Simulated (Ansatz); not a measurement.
# Hf(0001) with 2 thermally displaced layers, 2x2: scattering by thermal displacements, part 2 of 2

Wanted: the phonon-limited resistivity of Hf at 800 K by the Landauer route.

Ansatz 0.2.0; Ansatz plane-wave DFT, PBE, PAW files; ballistic transport by layer matching (Landauer), zero bias; PAW set soft_1.

So far. Step 2 (With 2 displaced layers): Over the solved energies the transmission per spin lies between 1.96 and 2.15, out of 2.71 channels of the lead on average (up to 2.84).

### Step 3. With 6 displaced layers

Each atom of 6 layers is moved at random, by amounts drawn from a normal law 0.1015 Å wide in each direction from the Debye model (252 K) at 800 K. A fresh draw is used; the growth of the resistance with length is what counts.

System of this step: Hf(0001) with 6 thermally displaced layers, 2x2. The cell holds 64 atoms: 64 Hf. Cell: a = 6.393 Å, b = 6.393 Å, c = 40.462 Å, α = 90.0°, β = 90.0°, γ = 120.0°. It derives from Hf. Regions: lead, 40 atoms (40 Hf); scattering region, 24 atoms (24 Hf). The structure is stacked along c, and the current runs across the ab planes.

input.yaml reads:

```yaml
crystal:
  lattice:
    - [6.3934, 0.0, 0.0]
    - [-3.1967, 5.5368468166, 0.0]
    - [0.0, 0.0, 40.4624]
  atoms:
    - { symbol: Hf, position: [0.1666666667, 0.3333333333, 0.03125] }
    - { symbol: Hf, position: [0.1666666667, 0.8333333333, 0.03125] }
    - { symbol: Hf, position: [0.6666666667, 0.3333333333, 0.03125] }
    - { symbol: Hf, position: [0.6666666667, 0.8333333333, 0.03125] }
    - { symbol: Hf, position: [0.3333333333, 0.1666666667, 0.09375] }
    - { symbol: Hf, position: [0.3333333333, 0.6666666667, 0.09375] }
    - { symbol: Hf, position: [0.8333333333, 0.1666666667, 0.09375] }
    - { symbol: Hf, position: [0.8333333333, 0.6666666667, 0.09375] }
    - { symbol: Hf, position: [0.1666666667, 0.3333333333, 0.15625] }
    - { symbol: Hf, position: [0.1666666667, 0.8333333333, 0.15625] }
    - { symbol: Hf, position: [0.6666666667, 0.3333333333, 0.15625] }
    - { symbol: Hf, position: [0.6666666667, 0.8333333333, 0.15625] }
    - { symbol: Hf, position: [0.3333333333, 0.1666666667, 0.21875] }
    - { symbol: Hf, position: [0.3333333333, 0.6666666667, 0.21875] }
    - { symbol: Hf, position: [0.8333333333, 0.1666666667, 0.21875] }
    - { symbol: Hf, position: [0.8333333333, 0.6666666667, 0.21875] }
    - { symbol: Hf, position: [0.1666666667, 0.3333333333, 0.28125] }
    - { symbol: Hf, position: [0.1666666667, 0.8333333333, 0.28125] }
    - { symbol: Hf, position: [0.6666666667, 0.3333333333, 0.28125] }
    - { symbol: Hf, position: [0.6666666667, 0.8333333333, 0.28125] }
    - { symbol: Hf, position: [0.3485361422, 0.1683898303, 0.3418851957] }
    - { symbol: Hf, position: [0.3145074744, 0.6582769504, 0.3443022814] }
    - { symbol: Hf, position: [0.8153901636, 0.1628326603, 0.3433506405] }
    - { symbol: Hf, position: [0.8438856991, 0.6706011817, 0.3446413265] }
    - { symbol: Hf, position: [0.1551002706, 0.3309576282, 0.4082163245] }
    - { symbol: Hf, position: [0.1788338466, 0.8102557572, 0.4100471411] }
    - { symbol: Hf, position: [0.6951907892, 0.3476540917, 0.4069132932] }
    - { symbol: Hf, position: [0.6750457407, 0.8600575843, 0.4111666131] }
    - { symbol: Hf, position: [0.3739839248, 0.1907713748, 0.4696463621] }
    - { symbol: Hf, position: [0.3141122765, 0.6665850263, 0.4703965347] }
    - { symbol: Hf, position: [0.8165036593, 0.1739089104, 0.4698281607] }
    - { symbol: Hf, position: [0.833530036, 0.6449628143, 0.4670903537] }
    - { symbol: Hf, position: [0.1490181893, 0.3118918818, 0.5356125877] }
    - { symbol: Hf, position: [0.1618096951, 0.8393630605, 0.5306014624] }
    - { symbol: Hf, position: [0.7039024456, 0.3575344018, 0.5328385405] }
    - { symbol: Hf, position: [0.6321660922, 0.8342869792, 0.5329647844] }
    - { symbol: Hf, position: [0.3436068604, 0.155340968, 0.5983198696] }
    - { symbol: Hf, position: [0.3063108657, 0.6545414334, 0.5960952414] }
    - { symbol: Hf, position: [0.8524630586, 0.2033687811, 0.5942228336] }
    - { symbol: Hf, position: [0.8198221264, 0.659746256, 0.5910132468] }
    - { symbol: Hf, position: [0.1521628674, 0.3448882276, 0.6577076484] }
    - { symbol: Hf, position: [0.1803002023, 0.8195020655, 0.6604865273] }
    - { symbol: Hf, position: [0.6765335873, 0.3621908677, 0.6551645101] }
    - { symbol: Hf, position: [0.6572811525, 0.8379116819, 0.6588370344] }
    - { symbol: Hf, position: [0.3333333333, 0.1666666667, 0.71875] }
    - { symbol: Hf, position: [0.3333333333, 0.6666666667, 0.71875] }
    - { symbol: Hf, position: [0.8333333333, 0.1666666667, 0.71875] }
    - { symbol: Hf, position: [0.8333333333, 0.6666666667, 0.71875] }
    - { symbol: Hf, position: [0.1666666667, 0.3333333333, 0.78125] }
    - { symbol: Hf, position: [0.1666666667, 0.8333333333, 0.78125] }
    - { symbol: Hf, position: [0.6666666667, 0.3333333333, 0.78125] }
    - { symbol: Hf, position: [0.6666666667, 0.8333333333, 0.78125] }
    - { symbol: Hf, position: [0.3333333333, 0.1666666667, 0.84375] }
    - { symbol: Hf, position: [0.3333333333, 0.6666666667, 0.84375] }
    - { symbol: Hf, position: [0.8333333333, 0.1666666667, 0.84375] }
    - { symbol: Hf, position: [0.8333333333, 0.6666666667, 0.84375] }
    - { symbol: Hf, position: [0.1666666667, 0.3333333333, 0.90625] }
    - { symbol: Hf, position: [0.1666666667, 0.8333333333, 0.90625] }
    - { symbol: Hf, position: [0.6666666667, 0.3333333333, 0.90625] }
    - { symbol: Hf, position: [0.6666666667, 0.8333333333, 0.90625] }
    - { symbol: Hf, position: [0.3333333333, 0.1666666667, 0.96875] }
    - { symbol: Hf, position: [0.3333333333, 0.6666666667, 0.96875] }
    - { symbol: Hf, position: [0.8333333333, 0.1666666667, 0.96875] }
    - { symbol: Hf, position: [0.8333333333, 0.6666666667, 0.96875] }
kpoints:
  mp_grid: { grid: [4, 4, 1] }
hamiltonian:
  xc: pbe
  pseudopotentials: { kind: paw, azcp: { folder: soft_1 } }
scf:
  occupations: { method: fermi_dirac, width: 0.1 }
output:
  transmission: { leads: [[0, 8]], kmesh: [8, 8], e_range: [-0.05, 0.05], de: 0.05 }
  write_potential: true
  write_density: true
  volumetric_format: npy
```

The run is started by

```sh
> ansatz run input.yaml --threads 4 --pin off --max-ram 15360MiB --backend cpu --events-out ev --progress --plain --runs-dir out
```

Numbers of over 12 decimals in the logs are rounded to 6 here.

Log:

```text
[...]
Crystal: 64 atoms, lattice volume = 1432.340 Å³
Basis set: ecut = 420 eV, 28059 PW (Γ)
Bands: 999, of which v1, the nominal top of the filled ones, is band 832 counted from 1 (831 counted from 0)
Symmetry: 1 space group operations
[...]
k-points: 10 of 16 (time reversal used)
[...]
SCF iter   1: F=—  HF=-1006227.600695 eV  |F-HF|=—  |Δ(HF+E_count)|=         —  Δρ=3.62e-2  dr2=4.61e1  ethr=3.10e-3  ⟨swp⟩=6.0  Hψ=29705  notcnv=0  defer=281
[...]
SCF iter  12: F=-1006219.642665 eV  HF=-1006219.642665 eV  |F-HF|=1.19e-7  |Δ(HF+E_count)|=   5.82e-8  Δρ=1.76e-6  dr2=6.87e-8  ethr=6.01e-12  ⟨swp⟩=25.4  Hψ=72155  notcnv=0
SCF 1 converged in 12 iterations: F = -1006219.642665 eV  dr2 = 6.87e-8
[...]
transmission: 174 of 1734 steps passed
transmission: 354 of 1734 steps passed
[...]
transmission: 1734 of 1734 steps passed
SCF converged after 12 iterations
Free energy (F): -1006219.642665 eV
[...]
Internal energy: -1006217.795469 eV  (E = F + TS)
E sigma→0 (E₀):  -1006218.719067 eV
Entropy (-TS):   -1.847196 eV (-28.862 meV/atom)
Fermi energy:    18.106795 eV
[...]
--- Band table (eV; the first three rows and the last of 10) ---
  k-point 0: bands = [... 828 lower, 18.7972, 18.8266, 18.8808, 18.8927, 18.9121, 18.9345, 18.9475, 18.9543, ... 163 higher]
  k-point 1: bands = [... 828 lower, 18.3538, 18.3797, 18.3957, 18.4147, 18.4518, 18.4558, 18.4614, 18.4776, ... 163 higher]
  k-point 2: bands = [... 828 lower, 17.7683, 17.8206, 17.8295, 17.8485, 17.9163, 17.9564, 17.9669, 17.9734, ... 163 higher]
  k-point 9: bands = [... 828 lower, 17.7983, 17.8157, 17.8475, 17.8674, 17.9154, 17.9333, 17.9504, 17.9639, ... 163 higher]
--- Transmission ---
  basis      : 313 plane waves across, 51 finite elements along
  points     : 34, standing for a mesh of 8 x 8
[...]
channels       : 2.843750e0 a spin
[...]
junction   : crystal 0 to crystal 0, 0.70 to 36.10 Å
    transmission   : 1.414102e0 a spin
[...]
```

The job ended after 52 min (4 threads of Arm Neoverse V1, shared host; peak memory 11 GiB; 3.2 h of CPU time).

This step gave:

- free energy: -1006219.6427 eV
- energy at zero smearing: -1006218.7191 eV
- Fermi energy: 18.11 eV
- transmission per spin nearest the Fermi level: 1.414
- step of the lead's potential: 7.3 meV

Per spin. Table of transmission, zone mean by energy, zero at the Fermi level:

```tsv
energy (eV)	transmission, zone mean
-0.0500	1.44
0.0000	1.41
0.0500	1.32
```

Over the solved energies the transmission per spin lies between 1.32 and 1.44, out of 2.71 channels of the lead on average (up to 2.84).

### Step 4. With 10 displaced layers

Each atom of 10 layers is moved at random, by amounts drawn from a normal law 0.1015 Å wide in each direction from the Debye model (252 K) at 800 K. A fresh draw is used; the growth of the resistance with length is what counts.

System of this step: Hf(0001) with 10 thermally displaced layers, 2x2. The cell holds 80 atoms: 80 Hf. Cell: a = 6.393 Å, b = 6.393 Å, c = 50.578 Å, α = 90.0°, β = 90.0°, γ = 120.0°. It derives from Hf. Regions: lead, 40 atoms (40 Hf); scattering region, 40 atoms (40 Hf). The structure is stacked along c, and the current runs across the ab planes.

input.yaml reads:

```yaml
crystal:
  lattice:
    - [6.3934, 0.0, 0.0]
    - [-3.1967, 5.5368468166, 0.0]
    - [0.0, 0.0, 50.578]
  atoms:
    - { symbol: Hf, position: [0.1666666667, 0.3333333333, 0.025] }
    - { symbol: Hf, position: [0.1666666667, 0.8333333333, 0.025] }
    - { symbol: Hf, position: [0.6666666667, 0.3333333333, 0.025] }
    - { symbol: Hf, position: [0.6666666667, 0.8333333333, 0.025] }
    - { symbol: Hf, position: [0.3333333333, 0.1666666667, 0.075] }
    - { symbol: Hf, position: [0.3333333333, 0.6666666667, 0.075] }
    - { symbol: Hf, position: [0.8333333333, 0.1666666667, 0.075] }
    - { symbol: Hf, position: [0.8333333333, 0.6666666667, 0.075] }
    - { symbol: Hf, position: [0.1666666667, 0.3333333333, 0.125] }
    - { symbol: Hf, position: [0.1666666667, 0.8333333333, 0.125] }
    - { symbol: Hf, position: [0.6666666667, 0.3333333333, 0.125] }
    - { symbol: Hf, position: [0.6666666667, 0.8333333333, 0.125] }
    - { symbol: Hf, position: [0.3333333333, 0.1666666667, 0.175] }
    - { symbol: Hf, position: [0.3333333333, 0.6666666667, 0.175] }
    - { symbol: Hf, position: [0.8333333333, 0.1666666667, 0.175] }
    - { symbol: Hf, position: [0.8333333333, 0.6666666667, 0.175] }
    - { symbol: Hf, position: [0.1666666667, 0.3333333333, 0.225] }
    - { symbol: Hf, position: [0.1666666667, 0.8333333333, 0.225] }
    - { symbol: Hf, position: [0.6666666667, 0.3333333333, 0.225] }
    - { symbol: Hf, position: [0.6666666667, 0.8333333333, 0.225] }
    - { symbol: Hf, position: [0.3305230006, 0.1559344326, 0.2723088207] }
    - { symbol: Hf, position: [0.3156931826, 0.6758804061, 0.2769858754] }
    - { symbol: Hf, position: [0.8208793177, 0.1469744933, 0.2767517734] }
    - { symbol: Hf, position: [0.8064740508, 0.6535967487, 0.2762460825] }
    - { symbol: Hf, position: [0.1344899772, 0.340415152, 0.3238329281] }
    - { symbol: Hf, position: [0.1677075455, 0.8319457902, 0.3254055458] }
    - { symbol: Hf, position: [0.6707354707, 0.3194330754, 0.3278512237] }
    - { symbol: Hf, position: [0.6859247538, 0.8487982192, 0.3273373187] }
    - { symbol: Hf, position: [0.353570723, 0.1821378947, 0.3751516798] }
    - { symbol: Hf, position: [0.3094478198, 0.6641914074, 0.3734559563] }
    - { symbol: Hf, position: [0.8131180601, 0.1714038815, 0.3738591962] }
    - { symbol: Hf, position: [0.8074280891, 0.647549364, 0.3755385833] }
    - { symbol: Hf, position: [0.1844797907, 0.3575728285, 0.42497208] }
    - { symbol: Hf, position: [0.1960554495, 0.859035628, 0.4273078262] }
    - { symbol: Hf, position: [0.640381385, 0.3558540372, 0.4256814531] }
    - { symbol: Hf, position: [0.6767955359, 0.840137609, 0.4257680085] }
    - { symbol: Hf, position: [0.3351142681, 0.1600880979, 0.4711843376] }
    - { symbol: Hf, position: [0.3242386234, 0.6519349609, 0.4771673656] }
    - { symbol: Hf, position: [0.8295146157, 0.1681966973, 0.4732952517] }
    - { symbol: Hf, position: [0.825122276, 0.6664552757, 0.4720195703] }
    - { symbol: Hf, position: [0.1704674835, 0.3313891212, 0.5226208338] }
    - { symbol: Hf, position: [0.1333002352, 0.8427371327, 0.5244028927] }
    - { symbol: Hf, position: [0.6560893277, 0.3290048244, 0.5286447888] }
    - { symbol: Hf, position: [0.6666699792, 0.8349209891, 0.5220161639] }
    - { symbol: Hf, position: [0.3678907359, 0.1834834234, 0.5771408223] }
    - { symbol: Hf, position: [0.3424908086, 0.6834681517, 0.5757443109] }
    - { symbol: Hf, position: [0.8416720032, 0.1638771021, 0.5720426197] }
    - { symbol: Hf, position: [0.8319317814, 0.6312005395, 0.5745185631] }
    - { symbol: Hf, position: [0.1538628208, 0.314218614, 0.6262302416] }
    - { symbol: Hf, position: [0.1594830265, 0.8253259169, 0.626043071] }
    - { symbol: Hf, position: [0.6718310903, 0.3587921282, 0.6257052004] }
    - { symbol: Hf, position: [0.6413190026, 0.7976966474, 0.6223759718] }
    - { symbol: Hf, position: [0.3501213693, 0.1657391382, 0.6744319049] }
    - { symbol: Hf, position: [0.3476625528, 0.6431568216, 0.673824868] }
    - { symbol: Hf, position: [0.8312052426, 0.1774137191, 0.6736686057] }
    - { symbol: Hf, position: [0.8088857536, 0.6372456743, 0.6764634515] }
    - { symbol: Hf, position: [0.1750971279, 0.3246017619, 0.7253277443] }
    - { symbol: Hf, position: [0.1418238959, 0.8246854086, 0.7277648812] }
    - { symbol: Hf, position: [0.6899946641, 0.3756802866, 0.7234204849] }
    - { symbol: Hf, position: [0.6740860811, 0.8297498816, 0.7261353228] }
    - { symbol: Hf, position: [0.3333333333, 0.1666666667, 0.775] }
    - { symbol: Hf, position: [0.3333333333, 0.6666666667, 0.775] }
    - { symbol: Hf, position: [0.8333333333, 0.1666666667, 0.775] }
    - { symbol: Hf, position: [0.8333333333, 0.6666666667, 0.775] }
    - { symbol: Hf, position: [0.1666666667, 0.3333333333, 0.825] }
    - { symbol: Hf, position: [0.1666666667, 0.8333333333, 0.825] }
    - { symbol: Hf, position: [0.6666666667, 0.3333333333, 0.825] }
    - { symbol: Hf, position: [0.6666666667, 0.8333333333, 0.825] }
    - { symbol: Hf, position: [0.3333333333, 0.1666666667, 0.875] }
    - { symbol: Hf, position: [0.3333333333, 0.6666666667, 0.875] }
    - { symbol: Hf, position: [0.8333333333, 0.1666666667, 0.875] }
    - { symbol: Hf, position: [0.8333333333, 0.6666666667, 0.875] }
    - { symbol: Hf, position: [0.1666666667, 0.3333333333, 0.925] }
    - { symbol: Hf, position: [0.1666666667, 0.8333333333, 0.925] }
    - { symbol: Hf, position: [0.6666666667, 0.3333333333, 0.925] }
    - { symbol: Hf, position: [0.6666666667, 0.8333333333, 0.925] }
    - { symbol: Hf, position: [0.3333333333, 0.1666666667, 0.975] }
    - { symbol: Hf, position: [0.3333333333, 0.6666666667, 0.975] }
    - { symbol: Hf, position: [0.8333333333, 0.1666666667, 0.975] }
    - { symbol: Hf, position: [0.8333333333, 0.6666666667, 0.975] }
kpoints:
  mp_grid: { grid: [4, 4, 1] }
hamiltonian:
  xc: pbe
  pseudopotentials: { kind: paw, azcp: { folder: soft_1 } }
scf:
  occupations: { method: fermi_dirac, width: 0.1 }
output:
  transmission: { leads: [[0, 8]], kmesh: [8, 8], e_range: [-0.05, 0.05], de: 0.05 }
  write_potential: true
  write_density: true
  volumetric_format: npy
```

Log:

```text
[...]
Crystal: 80 atoms, lattice volume = 1790.425 Å³
Basis set: ecut = 420 eV, 35125 PW (Γ)
Bands: 1248, of which v1, the nominal top of the filled ones, is band 1040 counted from 1 (1039 counted from 0)
Symmetry: 1 space group operations
[...]
k-points: 10 of 16 (time reversal used)
[...]
SCF iter   1: F=—  HF=-1257783.543908 eV  |F-HF|=—  |Δ(HF+E_count)|=         —  Δρ=3.63e-2  dr2=7.40e1  ethr=3.10e-3  ⟨swp⟩=6.9  Hψ=35816  notcnv=0  defer=464
[...]
SCF iter  12: F=-1257773.212752 eV  HF=-1257773.212752 eV  |F-HF|=8.13e-8  |Δ(HF+E_count)|=   8.99e-8  Δρ=1.68e-6  dr2=8.76e-8  ethr=4.81e-12  ⟨swp⟩=68.4  Hψ=143460  notcnv=0
SCF 1 converged in 12 iterations: F = -1257773.212752 eV  dr2 = 8.76e-8
[...]
transmission: 222 of 2176 steps passed
transmission: 441 of 2176 steps passed
[...]
transmission: 2176 of 2176 steps passed
SCF converged after 12 iterations
Free energy (F): -1257773.212752 eV
[...]
Internal energy: -1257770.824171 eV  (E = F + TS)
E sigma→0 (E₀):  -1257772.018462 eV
Entropy (-TS):   -2.388580 eV (-29.857 meV/atom)
Fermi energy:    18.093188 eV
[...]
--- Band table (eV; the first three rows and the last of 10) ---
  k-point 0: bands = [... 1036 lower, 18.8202, 18.8617, 18.8718, 18.8875, 18.8990, 18.9177, 18.9230, 18.9313, ... 204 higher]
  k-point 1: bands = [... 1036 lower, 18.3502, 18.3777, 18.3951, 18.4132, 18.4240, 18.4325, 18.4389, 18.4498, ... 204 higher]
  k-point 2: bands = [... 1036 lower, 17.8081, 17.8138, 17.8326, 17.8609, 17.8770, 17.8983, 17.9203, 17.9488, ... 204 higher]
  k-point 9: bands = [... 1036 lower, 17.8056, 17.8508, 17.8557, 17.8795, 17.9094, 17.9430, 17.9652, 17.9782, ... 204 higher]
--- Transmission ---
  basis      : 313 plane waves across, 64 finite elements along
  points     : 34, standing for a mesh of 8 x 8
[...]
channels       : 2.843750e0 a spin
[...]
junction   : crystal 0 to crystal 0, 0.70 to 46.22 Å
    transmission   : 1.130297e0 a spin
[...]
```

Wall time 1.7 h (4 threads); peak memory 13 GiB; 6.4 h of CPU time.

This step gave:

```yaml
free_energy: -1257773.2128 eV
energy_at_zero_smearing: -1257772.0185 eV
fermi_energy: 18.09 eV
transmission_per_spin_nearest_the_fermi_level: 1.130
step_of_the_lead_s_potential: 15.1 meV
```

Per spin. The transmission, zone mean by energy, zero at the Fermi level:

```tsv
energy (eV)	transmission, zone mean
-0.0500	1.19
0.0000	1.13
0.0500	1.04
```

Over the solved energies the transmission per spin lies between 1.04 and 1.19, out of 2.71 channels of the lead on average (up to 2.84).

### Step 5. Resistance against length

This step: Ansatz plane-wave DFT, PBE, PAW files; ballistic transport by layer matching (Landauer), zero bias; resistivity from the slope of the area resistance; PAW set soft_1 (Ansatz 0.2.0).

This step gave:

```
resistivity           : 92.72 µΩ cm
intercept             : 0.08755 fΩ m²
scatter about the fit : 0.06804 fΩ m²
```

Resistance, by row:

```tsv
run	length (Å)	T	channels N	RA (fΩ m²)
n2	5.058	2.081	2.708	0.5084
n6	15.17	1.394	2.708	1.591
n10	25.29	1.122	2.708	2.384
```

The area resistance by length of the displaced region:

```tsv
length of the displaced region (Å)	area resistance (fΩ m²)
5.06	0.508
15.17	1.59
25.29	2.38
```

The area resistance goes from 0.51 to 2.4 fΩ m² between 5.1 and 25.3 Å, a slope of 93 µΩ cm.

By hand from the end points: (2.384 − 0.5084) fΩ m² / (25.29 − 5.06) Å = 93 µΩ cm, since 1 fΩ m² per Å is 1000 µΩ cm.

### Step 6. What came out

```
resistivity from the slope  : 92.7 µΩ cm
area resistance over 5.06 Å : 0.508 fΩ m²
area resistance over 15.2 Å : 1.59 fΩ m²
area resistance over 25.3 Å : 2.38 fΩ m²
```

**Reading.** The slope gives 93 µΩ cm. The points scatter by 0.068 fΩ m² about the line, with one random draw a length in a 2x2 cell, so the slope is a rough value. The mean square of the displacements drawn is 0.73, 0.99 and 0.93 of the nominal one at the three lengths; with each resistance scaled back by that, the slope is 93 µΩ cm, the value used below. Read with a model of isotropic scattering on a spherical Fermi surface and the lead's 0.59×10¹⁵ S/m², this slope means a mean free path near 14 Å; over these lengths the model's slope is within 3 % of its bulk resistivity. Uncorrelated displacements put too much weight on short waves, which scatter strongly; with the sideways repeat of a small cell, one draw and three short lengths, the method is good to a factor of two or three. Spin-orbit coupling is left out, which matters for Hf.

[Logs are printed without paths, hosts, clocks, repeated set-up lines and the standing remarks that a program may print on its own settings, such as how far it seeks lower states.]

[Hosts, paths, dates, database ids (printed as entryN), source tags and the programs' standing remarks are cut or masked in the printed files.]
